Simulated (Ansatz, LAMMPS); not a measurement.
# Structural relaxation of amorphous HfO2 at 7.64 g/cm^3 (84 atoms), part 4 of 4

Aim: bring amorphous HfO2 at 7.64 g/cm^3 (84 atoms) to a nearby minimum of the energy and see what moves.

Ansatz 0.2.0; Kohn-Sham DFT, PBE, PAW (set soft_2), plane waves.

The cell: 28 Hf and 56 O. The quench rate of 50 K/ps far exceeds what a furnace or splat quench reaches. The starting topology of bonds comes from the classical model. Only the Γ point is sampled in the main run, in a cell whose shortest periodic width is 11 Å. Spin–orbit coupling is left out.

So far. Step 4 (Relaxation): The relaxation changed the energy by -49.3 meV/atom, and atoms moved by 0.41 Å r.m.s., 1.4 Å at most. Step 7 (K-mesh 2×2×2): Forces differ from those of the single point at the relaxed geometry by 8.4 meV/Å r.m.s.; the energy by -0.82 meV/atom and the gap by -0.013 eV. It took 7.7 min and 11 cycles; the reference's time can't be set against it, since the two runs asked for unlike analyses.

**8. Functional HSE06**

HSE06 mixes in a quarter of exact exchange at short range, which counters self-interaction, at a higher cost.

This step: Kohn-Sham DFT, HSE06, PAW (set soft_2), plane waves (Ansatz 0.2.0).

Contents of input.yaml:

```yaml
crystal:
  lattice:
    - [10.8609, 0.0, 0.0]
    - [0.0, 10.8609, 0.0]
    - [0.0, 0.0, 10.8609]
  atoms:
    [... the 84 atom lines of step 6 ...]
kpoints:
  mp_grid: { grid: [1, 1, 1] }
hamiltonian:
  xc: hse06
scf:
  occupations: { method: fermi_dirac, width: 0.025 }
output:
  forces: true
  stress: true
  populations: true
  dos:
    method: { smearing: { sigma: 0.08 } }
    de: 0.05
    projected: { site_lists: { Hf: [Hf], O: [O] } }
  eigenvalues: true
```

The run is started by

```bash
> ansatz run input.yaml --threads 4 --pin off --max-ram 8192MiB --backend cpu --events-out ev --progress --plain --runs-dir out
```

Numbers of over 12 decimals in the logs are rounded to 6 here.

Output:

```text
Warning: output.stress: scf.convergence.dr2_threshold = 1e-7 eV (the SCF's general default) is looser than the 1.6e-9 eV advised for a printed stress (1e-10 eV for each atom of the cell: 84, of which 16 are counted). What an SCF threshold leaves in a stress goes as its square root, and in the free energy as the threshold itself, and one threshold admits the most on a small cell: [...]
Warning: output.stress: scf.exx.energy_threshold = 1e-6 eV is looser than the 1.6e-7 eV advised for a stress under a hybrid functional (1e-8 eV for each atom of the cell: 84, of which 16 are counted). Every SCF of the exchange loop can meet its threshold on dr2 while the loop round them stops early: [...]
exact exchange: scf.exx.singularity resolves to wigner_seitz, which cuts the screened interaction at the faces of the exchange supercell's Wigner-Seitz cell, so that each pair interacts once, at the shortest of its separations (the periodic images that this leaves out come, [...]
[...]
Crystal: 84 atoms, lattice volume = 1281.143 Å³
Basis set: ecut = 420 eV, 25173 PW (Γ), exchange–correlation on 150×150×150 points (8 copies of the dense FFT grid, shifted against one another)
Bands: 639, of which v1, the nominal top of the filled ones, is band 532 counted from 1 (531 counted from 0)
Symmetry: 1 space group operations
[...]
k-points: 1
[...]
SCF iter   1: F=—  HF=-472108.946372 eV  |F-HF|=—  |Δ(HF+E_count)|=         —  Δρ=3.64e-3  dr2=1.62e-1  ethr=1.77e-3  ⟨swp⟩=6.0  Hψ=2593  notcnv=0
[...]
SCF iter   5: F=-472108.969004 eV  HF=-472108.968959 eV  |F-HF|=4.51e-5  |Δ(HF+E_count)|=   8.96e-4  Δρ=1.71e-4  dr2=2.63e-4  ethr=2.45e-7  ⟨swp⟩=6.0  Hψ=1404  notcnv=0  defer=5
SCF 1 stopped early in 5 iterations: F = -472108.969004 eV  dr2 = 2.63e-4
[...]
Exchange kernel: α = 0.2500, screened, ω = 0.2079 Å⁻¹, Wigner–Seitz truncation, v(0) = 942.9656 eV·Å³, q-mesh 1×1×1, nearest image of the exchange supercell L = 10.86 Å, pair-density grid 54×54×54, without the augmentation charges, whose exchange is taken in its separable form (sized by the pseudopotential files, [...]
Frozen-core exchange: fock
SCF iter   1: F=—  HF=-472110.657371 eV  |F-HF|=—  |Δ(HF+E_count)|=         —  Δρ=1.05e-2  dr2=1.86e0  ethr=2.47e-7  ⟨swp⟩=8.0  Hψ=3480  notcnv=0
[...]
SCF iter   7: F=—  HF=-472109.423764 eV  |F-HF|=—  |Δ(HF+E_count)|=   6.16e-3  Δρ=2.65e-4  dr2=7.10e-4  ethr=4.97e-8  ⟨swp⟩=5.0  Hψ=1963  notcnv=0
SCF iter   8: F=-472109.423500 eV  HF=-472109.423543 eV  |F-HF|=4.39e-5  |Δ(HF+E_count)|=   2.21e-4  Δρ=6.65e-5  dr2=7.45e-5  ethr=4.97e-8  ⟨swp⟩=4.0  Hψ=1611  notcnv=0
SCF 2 stopped early in 8 iterations: F = -472109.423500 eV  dr2 = 7.45e-5
  Residual-converged pass: ⟨swp⟩=4.0  Hψ=1871  notcnv=0  max |occ|·‖R‖ = 5.3e-6 eV (tolerance 6.7e-6 eV)  dr2=7.66e-5  dr2_onsite=9.89e-6  max |Δocc| = 0.0e0
[...]
hybrid outer 1: dexx = +5.547e-1 eV, tail = 1.40e-2 eV
[...]
Frozen-core exchange: fock
SCF iter   1: F=—  HF=-472109.394796 eV  |F-HF|=—  |Δ(HF+E_count)|=         —  Δρ=1.27e-4  dr2=1.41e-4  ethr=6.58e-6  ⟨swp⟩=10.0  Hψ=1339  notcnv=0
[...]
SCF iter   5: F=—  HF=-472109.394917 eV  |F-HF|=—  |Δ(HF+E_count)|=   2.21e-6  Δρ=3.85e-6  dr2=2.68e-7  ethr=2.13e-10  ⟨swp⟩=4.0  Hψ=1742  notcnv=0
SCF iter   6: F=-472109.394917 eV  HF=-472109.394917 eV  |F-HF|=2.73e-8  |Δ(HF+E_count)|=   9.81e-8  Δρ=1.55e-6  dr2=1.56e-7  ethr=2.00e-11 (applied; sched 1.48e-11)  ⟨swp⟩=3.0  Hψ=1618  notcnv=0
SCF 3 stopped early in 6 iterations: F = -472109.394917 eV  dr2 = 1.56e-7
[...]
hybrid outer 2: dexx = +6.774e-5 eV, tail = 1.98e-6 eV, Δε = 1.13e-2 eV (about 3.34e-4 eV left of the loop's levels), ΔF = 1.29e-2 eV/Å (tail 2.78e-3)
[...]
Frozen-core exchange: fock
SCF iter   1: F=—  HF=-472109.394909 eV  |F-HF|=—  |Δ(HF+E_count)|=         —  Δρ=3.27e-6  dr2=1.02e-7  ethr=9.29e-10  ⟨swp⟩=20.0  Hψ=1901  notcnv=5
[...]
SCF iter   2: F=-472109.394909 eV  HF=-472109.394909 eV  |F-HF|=2.27e-9  |Δ(HF+E_count)|=   8.21e-9  Δρ=8.53e-7  dr2=7.29e-9  ethr=2.02e-11 (applied; sched 7.80e-12)  ⟨swp⟩=4.0  Hψ=1633  notcnv=0
SCF 4 converged in 2 iterations: F = -472109.394909 eV  dr2 = 7.29e-9
[...]
hybrid SCF converged: 3 outer / 16 inner (+5 warm-up), last move |dexx| = 1.94e-8 eV, tail = 1.81e-8 eV
Stability not checked: this state was not tested for a lower state beside it, because the functional holds exact exchange (a hybrid, or Hartree-Fock), whose exchange loop this test does not read (fock_operator; see scf.lower_state_search)
Free energy (F): -472109.394909 eV
Frozen-core exchange: fock
[...]
Internal energy: -472109.394909 eV  (E = F + TS)
E sigma→0 (E₀):  -472109.394909 eV
Fermi energy:    10.833454 eV
[...]
Σ components = -472109.394909   (vs F -472109.394909, Δ=0.00e0)
--- Forces (eV/Å), atoms counted from 1 ---
  atom   1  Hf     0.05921573     0.20983987     0.02795427
  atom   2  Hf     0.06015785    -0.16377479    -0.09922302
  atom   3  Hf    -0.04317932    -0.04901216    -0.01997614
  atom   4  Hf    -0.04239366     0.00392465    -0.13506549
[...]
atom  84  O     -0.12330340     0.05281646    -0.08952345
  max |Σ_I F_I| component: 1.13e-4 eV/Å
--- Stress (GPa, compression-positive) ---
      -10.631861      -0.046099      -0.583216
       -0.046099      -9.661473       0.101122
       -0.583216       0.101122     -10.062385
  P = ⅓ Tr σ = -10.1186 GPa (-101.186 kbar)
--- Band table (eV) ---
[...]
--- Löwdin populations: 84 sites ---
  site symbol       q [e]
     0     Hf     24.3863
     1     Hf     24.3449
     2     Hf     24.3655
[...]
83      O      6.7768
  spilling = 0.003074 (of n_electrons = 1064.000000)
```

Elapsed: 13 min, on 4 threads of Intel Xeon at 2.70GHz, shared host; peak memory 5.8 GiB.

The program notes that the exchange threshold is loose for the stress and the SCF threshold is loose for the stress.

Geometry and reference: those of the single point at the relaxed geometry.

Forces differ from those of the single point at the relaxed geometry by 107 meV/Å r.m.s.; the pressure by -4.0 GPa and the gap by +1.5 eV. It took 13 min and 21 cycles; the reference's time can't be set against it, since the two runs asked for unlike analyses.

The run gave:

```yaml
free_energy: -472109.3949 eV
free_energy_per_atom: -5620.3499 eV/atom
scf_cycles: 21
pressure: -10.12 GPa
r_m_s_force_component: 0.1072 eV/Å
longest_force: 0.368 eV/Å
fermi_energy: 10.83 eV
spacing_of_highest_filled_and_lowest_empty_level: 5.489 eV
spilling_of_the_projection: 0.003074
```

Length of the force by element and coordination:

| element | coordination | atoms | mean length of the force (eV/Å) | spread | least | most |
| --- | --- | --- | --- | --- | --- | --- |
| Hf | all | 28 | 0.171 | 0.0723 | 0.0631 | 0.365 |
| Hf | 5 | 14 | 0.18 | 0.0699 | 0.0683 | 0.365 |
| Hf | 6 | 12 | 0.152 | 0.0749 | 0.0631 | 0.291 |
| Hf | 7 | 2 | 0.218 | 0.0216 | 0.196 | 0.240 |
| O | all | 56 | 0.176 | 0.0604 | 0.0224 | 0.368 |
| O | 2 | 15 | 0.204 | 0.0667 | 0.125 | 0.368 |
| O | 3 | 38 | 0.166 | 0.0552 | 0.0224 | 0.309 |
| O | 4 | 3 | 0.153 | 0.0383 | 0.103 | 0.195 |

Löwdin charges by element and coordination (they lack the spilled electrons, 0.039 e an atom on average):

| element | coordination | atoms | mean charge (e) | spread | least | most |
| --- | --- | --- | --- | --- | --- | --- |
| Hf | all | 28 | 1.62 | 0.0307 | 1.56 | 1.68 |
| Hf | 5 | 14 | 1.63 | 0.0228 | 1.58 | 1.66 |
| Hf | 6 | 12 | 1.61 | 0.0298 | 1.57 | 1.68 |
| Hf | 7 | 2 | 1.57 | 0.0047 | 1.56 | 1.57 |
| O | all | 56 | -0.751 | 0.0317 | -0.841 | -0.698 |
| O | 2 | 15 | -0.721 | 0.0203 | -0.763 | -0.698 |
| O | 3 | 38 | -0.760 | 0.0272 | -0.841 | -0.716 |
| O | 4 | 3 | -0.792 | 0.011 | -0.803 | -0.777 |

States in the cell by windows of 1 eV, zero at the Fermi level; the larger projections on atomic orbitals stand beside the total:

| from (eV) | to (eV) | total | O p | Hf d | Hf f |
| --- | --- | --- | --- | --- | --- |
| -18 | -17 | 0.0 | 0.0 | 0.0 | 0.0 |
| -17 | -16 | 138.2 | 0.3 | 0.1 | 137.6 |
| -16 | -15 | 248.7 | 0.5 | 0.1 | 247.2 |
| -15 | -14 | 5.1 | 0.0 | 0.0 | 5.1 |
| -14 | -8 | 0.0 | 0.0 | 0.0 | 0.0 |
| -8 | -7 | 28.4 | 20.4 | 5.5 | 0.1 |
| -7 | -6 | 69.4 | 51.0 | 15.0 | 0.1 |
| -6 | -5 | 74.1 | 58.4 | 12.3 | 0.2 |
| -5 | -4 | 77.7 | 67.4 | 7.4 | 0.2 |
| -4 | -3 | 73.8 | 68.2 | 3.8 | 0.2 |
| -3 | -2 | 12.6 | 12.0 | 0.4 | 0.0 |
| -2 | 2 | 0.0 | 0.0 | 0.0 | 0.0 |
| 2 | 3 | 4.1 | 0.3 | 2.3 | 0.0 |
| 3 | 4 | 45.7 | 3.9 | 37.4 | 0.0 |
| 4 | 5 | 65.2 | 7.1 | 49.8 | 0.0 |

Between -26 and -18 eV lie 112 more states.

The stored curve holds about 840 of the 1064 electrons; the rest, give or take the few that broadening carries across the Fermi level, lie in deeper levels below its range.

The levels nearest the highest filled one (over half full), pooled over k-points and spins:

| level less the highest filled one (eV) | occupation |
| --- | --- |
| -0.220 | 2 |
| -0.204 | 2 |
| -0.140 | 2 |
| -0.1 | 2 |
| -0.0293 | 2 |
| 0 | 2 |
| 5.49 | 0 |
| 5.69 | 0 |
| 5.80 | 0 |
| 5.89 | 0 |
| 5.92 | 0 |
| 5.99 | 0 |

**9. Functional r2SCAN (500 eV)**

The meta-GGA r2SCAN uses the kinetic energy density as well as the density and its gradient. Besides, the cutoff goes from 420 to 500 eV.

This step: Kohn-Sham DFT, r2SCAN, PAW (set soft_2), plane waves (Ansatz 0.2.0).

Changes to input.yaml since step 8:

```diff
@@ -10,3 +10,3 @@
 hamiltonian:
-  xc: hse06
+  xc: r2scan
 scf:
```

Output:

```text
[...]
Crystal: 84 atoms, lattice volume = 1281.143 Å³
Basis set: ecut = 500 eV, 32531 PW (Γ), exchange–correlation on 320×320×320 points (64 copies of the dense FFT grid, shifted against one another)
Bands: 639, of which v1, the nominal top of the filled ones, is band 532 counted from 1 (531 counted from 0)
Symmetry: 1 space group operations
[...]
k-points: 1
[...]
SCF iter   1: F=—  HF=-472515.232560 eV  |F-HF|=—  |Δ(HF+E_count)|=         —  Δρ=1.08e-2  dr2=1.45e0  dr2_τ=5.31e0  ethr=1.77e-3  ⟨swp⟩=6.0  Hψ=1985  notcnv=0  defer=74
[...]
SCF iter  11: F=—  HF=-472515.915508 eV  |F-HF|=—  |Δ(HF+E_count)|=   7.84e-7  Δρ=2.51e-6  dr2=1.10e-7  dr2_τ=8.53e-9  ethr=9.40e-12  ⟨swp⟩=11.0  Hψ=3005  notcnv=0
SCF iter  12: F=-472515.915508 eV  HF=-472515.915508 eV  |F-HF|=1.15e-8  |Δ(HF+E_count)|=   1.19e-7  Δρ=1.63e-6  dr2=3.33e-8  dr2_τ=4.24e-9  ethr=9.40e-12  ⟨swp⟩=4.0  Hψ=1943  notcnv=0
SCF 1 converged in 12 iterations: F = -472515.915508 eV  dr2 = 3.33e-8
[...]
SCF converged after 12 iterations
Free energy (F): -472515.915508 eV
[...]
Internal energy: -472515.915508 eV  (E = F + TS)
E sigma→0 (E₀):  -472515.915508 eV
Fermi energy:    10.997000 eV
[...]
Σ components = -472515.915508   (vs F -472515.915508, Δ=0.00e0)
--- Forces (eV/Å), atoms counted from 1 ---
  atom   1  Hf     0.02987512     0.13026176     0.00294352
  atom   2  Hf     0.05400876    -0.09619979    -0.06230425
  atom   3  Hf    -0.03320280     0.01405800     0.00446786
  atom   4  Hf    -0.03883424    -0.00569583    -0.08307376
[...]
atom  84  O     -0.07474118     0.06103817    -0.04551522
  max |Σ_I F_I| component: 6.39e-5 eV/Å
--- Stress (GPa, compression-positive) ---
      -10.835074      -0.070524      -0.556502
       -0.070524      -9.879220       0.113738
       -0.556502       0.113737     -10.217427
  P = ⅓ Tr σ = -10.3106 GPa (-103.106 kbar)
--- Band table (eV) ---
[...]
--- Löwdin populations: 84 sites ---
  site symbol       q [e]
     0     Hf     24.4454
     1     Hf     24.4060
     2     Hf     24.4267
[...]
83      O      6.7547
  spilling = 0.002883 (of n_electrons = 1064.000000)
```

The job ended after 83 s (4 threads; peak memory 4.1 GiB; 5 min of CPU time).

Geometry and reference: those of the single point at the relaxed geometry.

Forces differ from those of the single point at the relaxed geometry by 73 meV/Å r.m.s.; the pressure by -4.2 GPa and the gap by +0.48 eV. It took 83 s and 12 cycles; the reference's time can't be set against it, since the two runs asked for unlike analyses.

**10. Functional PBEsol**

PBEsol restores the gradient expansion of exchange for slowly varying densities and usually gives shorter bonds in solids than PBE.

This step: Kohn-Sham DFT, PBEsol, PAW (set soft_2), plane waves (Ansatz 0.2.0).

Changes to input.yaml since step 9:

```diff
@@ -10,3 +10,3 @@
 hamiltonian:
-  xc: r2scan
+  xc: pbesol
 scf:
```

Output:

```text
[...]
Crystal: 84 atoms, lattice volume = 1281.143 Å³
Basis set: ecut = 420 eV, 25173 PW (Γ), exchange–correlation on 150×150×150 points (8 copies of the dense FFT grid, shifted against one another)
Bands: 639, of which v1, the nominal top of the filled ones, is band 532 counted from 1 (531 counted from 0)
Symmetry: 1 space group operations
[...]
k-points: 1
[...]
SCF iter   1: F=—  HF=-468284.202762 eV  |F-HF|=—  |Δ(HF+E_count)|=         —  Δρ=1.43e-2  dr2=2.29e0  ethr=1.77e-3  ⟨swp⟩=5.0  Hψ=1979  notcnv=0  defer=74
[...]
SCF iter  10: F=—  HF=-468283.694408 eV  |F-HF|=—  |Δ(HF+E_count)|=   1.74e-6  Δρ=7.31e-6  dr2=8.44e-7  ethr=3.15e-10  ⟨swp⟩=2.0  Hψ=1045  notcnv=0  defer=99
SCF iter  11: F=-468283.694408 eV  HF=-468283.694408 eV  |F-HF|=4.74e-8  |Δ(HF+E_count)|=   4.24e-7  Δρ=2.21e-6  dr2=9.45e-8  ethr=9.40e-12  ⟨swp⟩=10.0  Hψ=3172  notcnv=0
SCF 1 converged in 11 iterations: F = -468283.694408 eV  dr2 = 9.45e-8
[...]
SCF converged after 11 iterations
Free energy (F): -468283.694408 eV
[...]
Internal energy: -468283.694408 eV  (E = F + TS)
E sigma→0 (E₀):  -468283.694408 eV
Fermi energy:    10.941549 eV
[...]
Σ components = -468283.694408   (vs F -468283.694408, Δ=0.00e0)
--- Forces (eV/Å), atoms counted from 1 ---
  atom   1  Hf    -0.00330615     0.15221302     0.05146659
  atom   2  Hf     0.02904828    -0.10498464     0.01292351
  atom   3  Hf    -0.05669331     0.12042778     0.06026640
  atom   4  Hf    -0.01234552    -0.03945975    -0.14843279
[...]
atom  84  O     -0.05204192     0.05401022    -0.04151398
  max |Σ_I F_I| component: 1.49e-4 eV/Å
--- Stress (GPa, compression-positive) ---
      -11.338439      -0.097793      -0.554322
       -0.097793     -10.542931       0.104255
       -0.554322       0.104255     -10.882560
  P = ⅓ Tr σ = -10.9213 GPa (-109.213 kbar)
--- Band table (eV) ---
[...]
--- Löwdin populations: 84 sites ---
  site symbol       q [e]
     0     Hf     24.5670
     1     Hf     24.5290
     2     Hf     24.5479
[...]
83      O      6.6904
  spilling = 0.002847 (of n_electrons = 1064.000000)
```

Run time: 39 s. Hardware: 4 threads; peak memory 2.3 GiB.

Geometry and reference: those of the single point at the relaxed geometry.

Forces differ from those of the single point at the relaxed geometry by 86 meV/Å r.m.s.; the pressure by -4.8 GPa and the gap by -0.095 eV.

**11. The ladder side by side**

Differences are against the single point at the relaxed geometry (Kohn-Sham DFT, PBE, PAW (set soft_2), plane waves), whose r.m.s. force component is 0.00489 eV/Å. Energies are set beside the reference only for runs with its functional, potentials and electron count. Times are for 4 threads of Intel Xeon at 2.70GHz, shared host. The reference's time includes grids, which some other runs skip.

| run | Δ force, r.m.s. (meV/Å) | Δ energy (meV/atom) | Δ pressure (GPa) | Δ gap (eV) | cycles | time | host memory (GiB) |
| --- | --- | --- | --- | --- | --- | --- | --- |
| reference | - | - | - | - | 11 | 48 s | 2.3 |
| k-mesh 2×2×2 | 8.41 | -0.819 | 9.0e-4 | -0.013 | 11 | 7.7 min | 6.4 |
| functional HSE06 | 107 | - | -3.98 | 1.50 | 21 | 13 min | 5.8 |
| functional r2SCAN (500 eV) | 72.9 | - | -4.17 | 0.482 | 12 | 83 s | 4.1 |
| functional PBEsol | 86.1 | - | -4.78 | -0.0949 | 11 | 39 s | 2.3 |

**12. What came out**

| Property | Result |
| --- | --- |
| energy change in the relaxation | -49.33 meV/atom |
| r.m.s. displacement | 0.407 Å |
| largest displacement | 1.425 Å |
| free energy per atom | -5620.3435 eV/atom |
| pressure | -6.137 GPa |
| r.m.s. force component | 0.00489 eV/Å |
| gap (highest filled to lowest empty level) | 3.99 eV |
| wall time of the 7 DFT runs | 32 min |

**Reading.** Relaxation lowers the energy by 49.3 meV/atom and moves atoms by 0.41 Å r.m.s.; the r.m.s. force component goes from 0.53 to 0.0049 eV/Å. By the final cutoffs 10 of 162 bonded pairs parted and 4 joined. First to last step the energy falls by 4.144 eV; the largest move, 1.42 Å, is that of O70. The O-Hf bonds go from 2.171 Å (spread 0.084) to 2.131 Å (spread 0.142), and their number from 162 to 156. Counting bonds as in the table, 50 % of Hf atoms have 5 and 68 % of O atoms have 3 bonded neighbours. Between filled and empty levels lie 3.99 eV (at Γ alone); a semilocal functional tends to put such gaps too low. In a disordered cell it changes from sample to sample, and tail or defect levels can set it.

Among the changes of functional, dispersion, potentials or spin set against this reference, functional HSE06 moves the forces most, by 107 meV/Å r.m.s. The gap changes by +1.50 eV with HSE06.

What to keep in mind: The network of bonds at the start is that of the classical potential that made the cell; in DFT 10 of its 162 bonded pairs passed out of the cutoffs and 4 came within them. The pressure of -6.1 GPa says that the cell would shrink at this level of theory.

[Logs are printed without paths, hosts, clocks, repeated set-up lines and the standing remarks that a program may print on its own settings, such as how far it seeks lower states.]

[Hosts, paths, dates, database ids (printed as entryN), source tags and the programs' standing remarks are cut or masked in the printed files.]
